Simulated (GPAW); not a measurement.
# LiCl (Fm-3m): G0W0 on several meshes in GPAW

Aim: the GW shift of LiCl (Fm-3m) against the k mesh.

Main program and level: GPAW 26.7.0; LDA and many-body steps on it, plane waves.

Most raw output is cut from this account.

**1. The starting structure**

It takes space group Fm-3m (No. 225, cubic). The conventional cell has a = 5.143 Å, b = 5.143 Å, c = 5.143 Å, α = 90.00°, β = 90.00°, γ = 90.00°. Nearest to Li lie 6 Cl at 2.57 Å. Nearest to Cl lie 6 Li at 2.57 Å. Farther neighbours and most contacts between anions are not listed.

Coordinates:

```xyz
2
Lattice="0.0000 2.5715 2.5715 2.5715 0.0000 2.5715 2.5715 2.5715 0.0000" Properties=species:S:1:pos:R:3 pbc="T T T"
Li    0.0000    0.0000    0.0000
Cl    2.5715    2.5715    2.5715
```

The cell and positions come from the Crystallography Open Database and are kept as given unless a step says otherwise.

**2. Empty states on the mesh, 6×6×6 mesh, 515 bands**

This step: GPAW 26.7.0; DFT, LDA, plane waves, PAW.

The sums over transitions need many empty states on a uniform mesh; this step solves for them.

The input, run.py:

```python
import json
import numpy as np
from gpaw.mpi import world
from gpaw import GPAW

calc = GPAW('gs.gpw').fixed_density(kpts={'size': (6, 6, 6), 'gamma': True},
    parallel={'domain': 1, 'band': 1},
    txt='nscf.txt')
calc.diagonalize_full_hamiltonian(nbands=515)
calc.write('full.gpw', mode='all')
res = {}
kpts = calc.get_ibz_k_points()
res['kpts'] = kpts
res['eigenvalues'] = [calc.get_eigenvalues(kpt=k) for k in range(len(kpts))]
res['n_electrons'] = calc.get_number_of_electrons()

if world.rank == 0:
    with open('result.json', 'w') as f:
        json.dump(res, f, default=lambda x: x.tolist())
```

On the command line:

```console
> mpirun -n 4 gpaw python run.py
```

Wall time 22 s (4 MPI ranks of Intel Xeon Platinum 8259CL at 2.50GHz (Skylake/Cascade Lake), shared host); peak memory 1.2 GiB.

This step gave:

```
gap                                                           : 5.941 eV
k of the valence top                                          : 0, 0, 0
k of the conduction bottom                                    : 0, 0, 0
least direct gap                                              : 5.941 eV
k points computed                                             : 16
lowest point of the top converged band, above the valence top : 331.7225 eV
```

On this mesh the gap is 5.941 eV.

**3. 6×6×6**

Now the one-shot GW correction: screening in the RPA, then the self-energy of the levels asked for.

This step: G0W0 on LDA, plane waves, PAW.

The input, run.py:

```python
import json
import numpy as np
from gpaw.mpi import world
from gpaw.response.g0w0 import G0W0

gw = G0W0('full.gpw',
    filename='gw',
    kpts=[0],
    bands=(2, 6),
    ecut=210,
    nbands=235,
    integrate_gamma='WS',
    ppa=True)
gw.calculate()
res = {mode: {k: v for k, v in r.items() if k != 'sigma_eskwn'}
       for mode, r in gw.all_results.items()}

if world.rank == 0:
    with open('result.json', 'w') as f:
        json.dump(res, f, default=lambda x: x.tolist())
```

On the command line:

```console
> mpirun -n 4 gpaw python run.py
```

Wall time 7 min (4 MPI ranks); peak memory 1.1 GiB.

This step gave:

```
G0W0 gap on the points computed              : 8.715 eV
least direct G0W0 gap on the computed points : 8.715 eV
Z at the valence top                         : 0.8040
Z at the conduction bottom                   : 0.8463
starting gap on the mesh                     : 5.941 eV
k of the valence top                         : 0, 0, 0
k of the conduction bottom                   : 0, 0, 0
```

The gap on the mesh goes from 5.94 eV to 8.71 eV, a correction of +2.77 eV.

**4. Empty states on the mesh, 4×4×4 mesh, 245 bands**

This step: DFT, LDA, plane waves, PAW.

The input, run.py:

```python
import json
import numpy as np
from gpaw.mpi import world
from gpaw import GPAW

calc = GPAW('gs.gpw').fixed_density(kpts={'size': (4, 4, 4), 'gamma': True},
    parallel={'domain': 1, 'band': 1},
    txt='nscf.txt')
calc.diagonalize_full_hamiltonian(nbands=245)
calc.write('full.gpw', mode='all')
res = {}
kpts = calc.get_ibz_k_points()
res['kpts'] = kpts
res['eigenvalues'] = [calc.get_eigenvalues(kpt=k) for k in range(len(kpts))]
res['n_electrons'] = calc.get_number_of_electrons()

if world.rank == 0:
    with open('result.json', 'w') as f:
        json.dump(res, f, default=lambda x: x.tolist())
```

On the command line:

```console
> mpirun -n 4 gpaw python run.py
```

Elapsed: 14 s, on 4 MPI ranks; peak memory 1.1 GiB; 54 s of CPU time.

This step gave:

```
gap                                                           : 5.941 eV
k of the valence top                                          : 0, 0, 0
k of the conduction bottom                                    : 0, 0, 0
least direct gap                                              : 5.941 eV
k points computed                                             : 8
lowest point of the top converged band, above the valence top : 199.8041 eV
```

On this mesh the gap is 5.941 eV.

**5. 4×4×4**

This step: G0W0 on LDA, plane waves, PAW.

The input, run.py:

```python
import json
import numpy as np
from gpaw.mpi import world
from gpaw.response.g0w0 import G0W0

gw = G0W0('full.gpw',
    filename='gw',
    kpts=[0],
    bands=(2, 6),
    ecut=210,
    nbands=235,
    integrate_gamma='WS',
    ppa=True)
gw.calculate()
res = {mode: {k: v for k, v in r.items() if k != 'sigma_eskwn'}
       for mode, r in gw.all_results.items()}

if world.rank == 0:
    with open('result.json', 'w') as f:
        json.dump(res, f, default=lambda x: x.tolist())
```

On the command line:

```console
> mpirun -n 4 gpaw python run.py
```

Wall time 1.8 min (4 MPI ranks); peak memory 1.1 GiB; 7 min of CPU time.

Numbers from this step:

| Item | Value |
| --- | --- |
| G0W0 gap on the points computed | 8.732 eV |
| least direct G0W0 gap on the computed points | 8.732 eV |
| Z at the valence top | 0.8045 |
| Z at the conduction bottom | 0.8456 |
| starting gap on the mesh | 5.941 eV |
| k of the valence top | 0, 0, 0 |
| k of the conduction bottom | 0, 0, 0 |

Against G0W0 in GPAW (6×6×6 mesh, 235 bands, screening to 210 eV, Godby-Needs plasmon pole), the gap moves by +0.017 eV.

**6. The runs together**

Times are wall times on 4 MPI ranks of Intel Xeon Platinum 8259CL at 2.50GHz (Skylake/Cascade Lake), shared host. The host was busy with other work, so they are no guide to cost.

```tsv
run	mesh	bands	screening cutoff (eV)	DFT gap (eV)	gap on the mesh (eV)	direct (eV)	time
6×6×6	6×6×6	235	210	5.941	8.715	8.715	7 min
4×4×4	4×4×4	235	210	5.941	8.732	8.732	1.8 min
```

**7. Results**

```json
{"6×6×6": "8.715 eV", "4×4×4": "8.732 eV", "known limits": "not at the basis limit; coarse k mesh"}
```

What this shows: 4×4×4: +0.017 eV against 6×6×6. Bands and cutoff are finite, so the gap is not at the basis limit. The miss can reach some tenths of an eV and take either sign; the mesh is an error of its own. These stock PAW sets were not made for GW. In the G0W0 runs levels were corrected at 1 k point alone, so a gap called «on the mesh» is the least over those, and an edge elsewhere would be missed.

[Paths, hosts, dates, memory and timing lines, banners, echoed tables and standing remarks are left out of the program output.]

[Logs are printed without paths, hosts, clocks, repeated set-up lines and the standing remarks that a program may print on its own settings, such as how far it seeks lower states.]

[Runs of the session that timed out or met a known fault of the program may be left out.]

[Hosts, paths, dates, database ids (printed as entryN), source tags and the programs' standing remarks are cut or masked in the printed files.]
